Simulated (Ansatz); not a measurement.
# Pb(111) with 4 thermally displaced layers, 2x2: scattering by thermal displacements

How much do lattice vibrations at 500 K scatter the electrons of Pb? Layers with random displacements are laid between perfect leads, and the resistance is followed against their length. The measured value for the pure metal at this temperature is 38.3 µΩ cm (CRC Handbook of Chemistry and Physics, 84th ed., 2003, Electrical Resistivity of Pure Metals).

Program: Ansatz 0.2.0. Level of theory: Ansatz plane-wave DFT, PBE, PAW files; ballistic transport by layer matching (Landauer), zero bias; PAW set soft_1. Results are calculated unless marked as measured.

## 1. The structure

The cell holds 40 atoms: 40 Pb. Its edges and angles: a = 7.001 Å, b = 7.001 Å, c = 28.655 Å, α = 93.5°, β = 86.5°, γ = 120.0°. It derives from Pb. Regions: lead, 24 atoms (24 Pb); scattering region, 16 atoms (16 Pb). The structure is stacked along c, and the current runs across the ab planes.

## 2. With 4 displaced layers

Each atom of 4 layers is moved at random, by amounts drawn from a normal law 0.1786 Å wide in each direction from the Debye model (105 K) at 500 K. The layers about the cell's end stay perfect and serve as the lead. Disorder leaves little or no symmetry, which makes such runs dear. Energies from -0.05 to 0.05 eV in steps of 0.05 eV are too few for the program's thermal sum, so it prints no conductance; for a metal the transmission near the Fermi level serves, at a fraction of the cost.

input.yaml reads:

```yaml
crystal:
  lattice:
    - [7.0014885046, 0.0, 0.0]
    - [-3.5007442523, 6.0634669093, 0.0]
    - [1.7503721261, -1.0105778182, 28.583457127]
  atoms:
    - { symbol: Pb, position: [0.9916666667, 0.0083333333, 0.05] }
    - { symbol: Pb, position: [0.9916666667, 0.5083333333, 0.05] }
    - { symbol: Pb, position: [0.4916666667, 0.0083333333, 0.05] }
    - { symbol: Pb, position: [0.4916666667, 0.5083333333, 0.05] }
    - { symbol: Pb, position: [0.1416666667, 0.3583333333, 0.15] }
    - { symbol: Pb, position: [0.1416666667, 0.8583333333, 0.15] }
    - { symbol: Pb, position: [0.6416666667, 0.3583333333, 0.15] }
    - { symbol: Pb, position: [0.6416666667, 0.8583333333, 0.15] }
    - { symbol: Pb, position: [0.2916666667, 0.2083333333, 0.25] }
    - { symbol: Pb, position: [0.2916666667, 0.7083333333, 0.25] }
    - { symbol: Pb, position: [0.7916666667, 0.2083333333, 0.25] }
    - { symbol: Pb, position: [0.7916666667, 0.7083333333, 0.25] }
    - { symbol: Pb, position: [0.9422613256, 0.0551094425, 0.3540011782] }
    - { symbol: Pb, position: [0.936077475, 0.5429333168, 0.3522591429] }
    - { symbol: Pb, position: [0.4896062483, 0.0854939828, 0.3456032628] }
    - { symbol: Pb, position: [0.4001692112, 0.5400196791, 0.3502581929] }
    - { symbol: Pb, position: [0.0304394127, 0.4005921294, 0.4422159035] }
    - { symbol: Pb, position: [0.0653039146, 0.8919744529, 0.4480238468] }
    - { symbol: Pb, position: [0.6176516922, 0.4389036073, 0.4491969521] }
    - { symbol: Pb, position: [0.6163582604, 0.8891080349, 0.4521961347] }
    - { symbol: Pb, position: [0.2668693694, 0.2603279893, 0.5453548286] }
    - { symbol: Pb, position: [0.2111872052, 0.7450816733, 0.5513757164] }
    - { symbol: Pb, position: [0.7130006318, 0.2520068932, 0.5490052075] }
    - { symbol: Pb, position: [0.7582526036, 0.7650255207, 0.5522202674] }
    - { symbol: Pb, position: [0.8722649564, 0.1053322937, 0.6548980553] }
    - { symbol: Pb, position: [0.9096409715, 0.5728277488, 0.6594585643] }
    - { symbol: Pb, position: [0.4372250427, 0.1316198992, 0.6516522434] }
    - { symbol: Pb, position: [0.4030893232, 0.6533161638, 0.6622471353] }
    - { symbol: Pb, position: [0.0416666667, 0.4583333333, 0.75] }
    - { symbol: Pb, position: [0.0416666667, 0.9583333333, 0.75] }
    - { symbol: Pb, position: [0.5416666667, 0.4583333333, 0.75] }
    - { symbol: Pb, position: [0.5416666667, 0.9583333333, 0.75] }
    - { symbol: Pb, position: [0.1916666667, 0.3083333333, 0.85] }
    - { symbol: Pb, position: [0.1916666667, 0.8083333333, 0.85] }
    - { symbol: Pb, position: [0.6916666667, 0.3083333333, 0.85] }
    - { symbol: Pb, position: [0.6916666667, 0.8083333333, 0.85] }
    - { symbol: Pb, position: [0.8416666667, 0.1583333333, 0.95] }
    - { symbol: Pb, position: [0.8416666667, 0.6583333333, 0.95] }
    - { symbol: Pb, position: [0.3416666667, 0.1583333333, 0.95] }
    - { symbol: Pb, position: [0.3416666667, 0.6583333333, 0.95] }
kpoints:
  mp_grid: { grid: [4, 4, 1] }
hamiltonian:
  xc: pbe
  pseudopotentials: { kind: paw, azcp: { folder: soft_1 } }
scf:
  occupations: { method: fermi_dirac, width: 0.1 }
output:
  transmission: { leads: [[0, 4]], kmesh: [8, 8], e_range: [-0.05, 0.05], de: 0.05 }
  write_potential: true
  write_density: true
  volumetric_format: npy
  elf: true
```

Run with:

```bash
ansatz run input.yaml --threads 4 --pin off --max-ram 15360MiB --backend cpu --events-out ev --progress --plain --runs-dir out
```

Numbers of over 12 decimals in the logs are rounded to 6 here.

The log of the run:

```text
Engine: ansatz 0.2.0, aarch64-unknown-linux-gnu
Pseudopotentials: kind: paw
Pseudopotential: Pb, paw, valence charge 14, recommended cutoff 420 eV (normal), soft_1/Pb.paw.azcp
Functional definition: PBE
  parameter kappa = 0.804
  parameter beta = 0.066725
  exchange = pbe_x(kappa = kappa, mu = beta*pi^2/3)
  correlation = pbe_c(beta = beta)
Crystal: 40 atoms, lattice volume = 1213.462 Å³
Basis set: ecut = 420 eV, 23733 PW (Γ)
Bands: 336, of which v1, the nominal top of the filled ones, is band 280 counted from 1 (279 counted from 0)
Symmetry: 1 space group operations
Space group: P1 (ITA 1), of the structure as read, at distance tolerance 1.1e-4 Å
k-points: 10 of 16 (time reversal used)
Non-local potential: Pb, projectors of the file, l = 0: 2, l = 1: 2, l = 2: 2, l = 3: 1
PAW form: soft (Blöchl's): semilocal exchange-correlation on the pseudo side does not see the compensation charge
PAW one-centre angular grid: Pb, 590 points (default); XC on 64 Gauss nodes
Initial density: superposition of atomic densities (chi_scale 0.1, normalization cell)
Initial wavefunctions: pseudopotential atomic-orbital guess
Functional: x = pbe(κ = 0.804, μ = 0.219515), c = pbe(β = 0.066725)
SCF iter   1: F=—  HF=-476351.871347 eV  |F-HF|=—  |Δ(HF+E_count)|=         —  Δρ=8.27e-3  dr2=1.49e0  ethr=3.10e-3  ⟨swp⟩=7.1  Hψ=13374  notcnv=0  defer=55
preconditioner: auto → Kerker (q_TF=auto, 2.398 Å⁻¹)  [metal: Δε(μ)=0.029 eV  Ē_g=15.711 eV  σ=0.100 eV  W_gap=0.07  n_scr=292 (ndim 8)  ℏωp=25.2 eV  f_vac=0.000  D(μ)=19.51/eV (n_scr^D=86)]
SCF iter   2: F=—  HF=-476351.583814 eV  |F-HF|=—  |Δ(HF+E_count)|=   2.88e-1  Δρ=5.19e-3  dr2=6.13e-1  ethr=2.65e-4  ⟨swp⟩=1.4  Hψ=4157  notcnv=0  defer=81
SCF iter   3: F=—  HF=-476351.443197 eV  |F-HF|=—  |Δ(HF+E_count)|=   1.41e-1  Δρ=1.24e-3  dr2=2.53e-2  ethr=1.09e-4  ⟨swp⟩=2.7  Hψ=6027  notcnv=0  defer=81
SCF iter   4: F=—  HF=-476351.443862 eV  |F-HF|=—  |Δ(HF+E_count)|=   6.65e-4  Δρ=2.27e-4  dr2=1.11e-3  ethr=4.52e-6  ⟨swp⟩=3.0  Hψ=6108  notcnv=0  defer=81
SCF iter   5: F=—  HF=-476351.443948 eV  |F-HF|=—  |Δ(HF+E_count)|=   8.60e-5  Δρ=6.52e-5  dr2=2.73e-4  ethr=1.98e-7  ⟨swp⟩=2.0  Hψ=3950  notcnv=0  defer=81
SCF iter   6: F=—  HF=-476351.443991 eV  |F-HF|=—  |Δ(HF+E_count)|=   4.32e-5  Δρ=1.96e-5  dr2=5.95e-5  ethr=4.87e-8  ⟨swp⟩=1.8  Hψ=3287  notcnv=0  defer=81
SCF iter   7: F=—  HF=-476351.445010 eV  |F-HF|=—  |Δ(HF+E_count)|=   1.02e-3  Δρ=9.60e-6  dr2=4.99e-6  ethr=1.06e-8  ⟨swp⟩=2.0  Hψ=3534  notcnv=0  defer=126
SCF iter   8: F=—  HF=-476351.445010 eV  |F-HF|=—  |Δ(HF+E_count)|=   1.31e-7  Δρ=2.92e-6  dr2=4.40e-7  ethr=8.91e-10  ⟨swp⟩=2.0  Hψ=6054  notcnv=0  defer=126
SCF iter   9: F=-476351.445010 eV  HF=-476351.445010 eV  |F-HF|=2.45e-8  |Δ(HF+E_count)|=   2.64e-8  Δρ=9.45e-7  dr2=3.47e-8  ethr=1.79e-11  ⟨swp⟩=11.7  Hψ=15434  notcnv=0
SCF 1 converged in 9 iterations: F = -476351.445010 eV  dr2 = 3.47e-8
  greatest PAW one-centre occupation: 0.979 electrons in one spin orbital (limit 2), on the Pb atom at site 21 (counted from 0), in its partial waves of l = 2
transmission: 129 of 1224 steps passed
transmission: 246 of 1224 steps passed
[...]
transmission: 1224 of 1224 steps passed
SCF converged after 9 iterations
Free energy (F): -476351.445010 eV
Harris-Foulkes:  -476351.445010 eV  (|F-HF|=2.45e-8)
Internal energy: -476350.801936 eV  (E = F + TS)
E sigma→0 (E₀):  -476351.123473 eV
Entropy (-TS):   -0.643074 eV (-16.077 meV/atom)
Fermi energy:    11.142755 eV
--- Per-component energies (eV) ---
  E_band       = -1370.812170
  E_kinetic    = 11748.785112
  E_local      = -39777.123993  (includes V_loc(G=0)·N_el)
  E_nonlocal   = 12206.460747
  E_hartree    = 15384.522906
  E_xc         = -8242.397187
  E_vxc        = -5533.347107  (∫ρ·V_xc dr)
  E_paw        = -415725.603808  (= ΣΔE_a)
  E_vpaw       = -10784.648096  (= ΣTr[D̂ρ^β])
  E_aug_tail   = -0.000275  (compensation charges beyond the density's cutoff)
  E_ewald      = -51945.445438
  E_smearing   = -0.643074  (= −TS)
  E_closure    = -0.000000  (closes the sum)
  Σ components = -476351.445010   (vs F -476351.445010, Δ=0.00e0)
--- Band table (eV; the first three rows and the last of 10) ---
  k-point 0: bands = [... 276 lower, 11.5066, 11.6111, 11.7150, 11.7861, 11.8471, 12.0826, 12.1087, 12.1694, ... 52 higher]
  k-point 1: bands = [... 276 lower, 10.7987, 10.8544, 11.0075, 11.1024, 11.5948, 11.6233, 11.7443, 11.7988, ... 52 higher]
  k-point 2: bands = [... 276 lower, 10.9608, 10.9960, 11.0451, 11.1355, 11.2200, 11.2722, 11.3446, 11.4146, ... 52 higher]
  k-point 9: bands = [... 276 lower, 10.8745, 10.9394, 11.1138, 11.2294, 11.2589, 11.3649, 11.3835, 11.4435, ... 52 higher]
--- Transmission ---
  basis      : 367 plane waves across, 36 finite elements along
  points     : 34, standing for a mesh of 8 x 8
  energies   : 3 from -0.050000 to 0.050000 eV about the Fermi level, 0.050000 eV apart; the leads are filled to 0.000000 eV, and channels, transmission and decay are at 0.000000 eV
  crystal 0  : Pb4, at the sites [0, 4], period 2.8583 Å, over 17.15 Å; its Hamiltonian steps by up to 6.2 meV
    offset         : up to 0.0000 Å between an atom of the period and one for which it stands
    channels       : 5.015625e0 a spin
    conductance    : none, the energies end too early or step too widely for 300 K: set another output.transmission.e_range or a lower de, or, where they end at an eighth of basis.ecutwfc, a higher one
  junction   : crystal 0 to crystal 0, 2.86 to 28.58 Å
    transmission   : 3.606888e0 a spin
    conductance    : none, the energies end too early or step too widely for 300 K: set another output.transmission.e_range or a lower de, or, where they end at an eighth of basis.ecutwfc, a higher one
```

It took 18 min on 4 threads of Arm Neoverse V2, shared host; peak memory 7.6 GiB; 59 min of CPU time.

This step gave:

* free energy: -476351.4450 eV
* energy at zero smearing: -476351.1235 eV
* Fermi energy: 11.14 eV
* cell area: 42.45 Å²
* transmission per spin nearest the Fermi level: 3.607
* open channels per spin nearest the Fermi level: 5.016
* step of the lead's potential: 6.2 meV

Per spin. Transmission, zone mean against energy, zero at the Fermi level:

```csv
energy (eV),"transmission, zone mean"
-0.0500,3.53
0.0000,3.61
0.0500,3.75
```

Per spin. The open channels, zone mean, lead by energy, zero at the Fermi level:

```csv
energy (eV),"open channels, zone mean, lead"
-0.0500,4.89
0.0000,5.02
0.0500,5.17
```

Transmission over k1 and k2. At 0.0000 eV from the Fermi level.

Values, 8 rows by 8 columns:
```
4.19 3.65 4.17 3.94 3.57 4.22 3.29 3.49
4.41 3.74 3.62 2.75 3.57 3.69 4.60 3.17
4.09 3.80 2.84 2.82 3.07 2.82 4.00 4.41
2.60 3.81 3.56 2.69 0.97 2.69 3.56 3.81
4.09 4.41 4.00 2.82 3.07 2.82 2.84 3.80
4.41 3.17 4.60 3.69 3.57 2.75 3.62 3.74
4.19 3.49 3.29 4.22 3.57 3.94 4.17 3.65
2.28 4.44 4.73 4.26 2.15 4.26 4.73 4.44
```
Columns: k1 (b1) from -0.5 to 0.375; rows upwards: k2 (b2) from -0.5 to 0.375.

Open channels over k1 and k2. At 0.0000 eV from the Fermi level.

Ten even steps from '0' (1.00) to '9' (6.00):
```
98898999
98646999
99466499
68660668
99946649
99996468
99998988
69996999
```
Columns: k1 (b1) from -0.5 to 0.375; rows upwards: k2 (b2) from -0.5 to 0.375.

ELF in the ca plane at fractional y = 0.540, with atoms of Pb within 0.2 Å of it. It is the smooth field of the valence electrons, not physical close to the nuclei.

Ten even steps from '0' (0.02) to '9' (0.45), each cell a mean:
```
23343357940058655666532234544347974487667898
34444347950058655555432234444357950058656676
45665446885588655666532234444347961169654444
67776535789987556777643334444336897798644544
67887633567765457888764345554324789986556776
68888742234443468868864456665322467765568998
67887642334433478867975456665321233444689779
56676533567764468989864456665321223334688448
34555445799986457888764345554322456654589658
23344457986798545676643334443224788875568999
23444457940079643444322234443236899997556787
34554457940069743222111234443237998898655555
56666546874488643332211234443237998898654443
67887545788886545665422234443225899997555665
68887644566665457888743356654324678876567887
67887643455554568998853467776322456665578999
57777544667665578999864467776423455555688658
45665445789886568999863467776434667665688547
23444347985587656787753345665336799886678879
```
Columns run along c (16.0 Å, from fractional 0.22 to 0.78 of the cell), rows up along a (7.0 Å). Atoms in or near the plane, at fractional coordinates: Pb at (0.35, 0.94), Pb at (0.35, 0.40), Pb at (0.66, 0.91).

Electrostatic potential energy in the ca plane at fractional y = 0.540, with atoms of Pb within 0.2 Å of it. With pseudopotentials it is smooth inside the atoms' cores, unlike the true potential.

Ten even steps from '0' (-31 eV) to '9' (14 eV), each cell a mean:
```
99999998301104899888999999999998500016887556
99999998401104899999999999999998401104899888
99999999620016899989999999999998500004899999
98888999864468998777899999999999730026999999
87668999998889987323689999999999976578998888
87667999999999985100489999999999999999986446
98778999999999985100489999899999999999973002
99889999998899997312689999999999999999961000
99999999864579998767899999999999999999972000
99999998510037999999999999999999988789986324
99999998201005899999999999999999864468998778
99999998201105899999999999999999841037999999
99889998510016999999999999999999840026999999
98778999853358999999999999999999863247999999
87667999988889998888999999999999987778988778
87668999999999987557899998899999999899984214
98888999988889986325899998889999999999961000
99999999853468986335899998889999988889861000
99999998510016887657899999999999852358874102
```
Columns run along c (16.0 Å, from fractional 0.22 to 0.78 of the cell; values clipped at the 3rd and 97th percentile), rows up along a (7.0 Å). Atoms in or near the plane, at fractional coordinates: Pb at (0.35, 0.94), Pb at (0.35, 0.40), Pb at (0.66, 0.91).

Valence density in the ca plane at fractional y = 0.540, with atoms of Pb within 0.2 Å of it. It is the smooth field of the valence electrons, not physical close to the nuclei.

Ten steps, logarithmic in the rise over the least value, from '0' (0.0 e/Å³) to '9' (6.8 e/Å³), each cell a mean:
```
00111013689985322332110011111112578874323554
01111113589985322222100001111013589985322222
11221112468874222222110001111012589985311111
23332111245543223343210011111001367764211111
23443210122321124565421111211001234542222332
23443210011111135787531112221000112221234554
23443210011110125787532112221000001111246776
12222111122211124566431112221000000011247887
01111111345532112344321111111000011111246887
00111112578863211222110011110000123332234665
00111113689975210111000001110001245543222343
01111113689985210000000001110001357764211221
12222112578874210000000001110001357764211111
23443211356653111111000001110001246653212221
24443211123322122332100011211000134432223443
23443211122221124554210112221000112222235665
12332111223322234665311122321100112221246887
11221111355543234665311112321101233322247887
01111112578864223444210112221111356643235776
```
Columns run along c (16.0 Å, from fractional 0.22 to 0.78 of the cell), rows up along a (7.0 Å). Atoms in or near the plane, at fractional coordinates: Pb at (0.35, 0.94), Pb at (0.35, 0.40), Pb at (0.66, 0.91).

Over the solved energies the transmission per spin lies between 3.53 and 3.75, out of 5.03 channels of the lead on average (up to 5.17).

[end of part 1 of 2]

[Logs are printed without paths, hosts, clocks, repeated set-up lines and the standing remarks that a program may print on its own settings, such as how far it seeks lower states.]

[Hosts, paths, dates, database ids (printed as entryN), source tags and the programs' standing remarks are cut or masked in the printed files.]
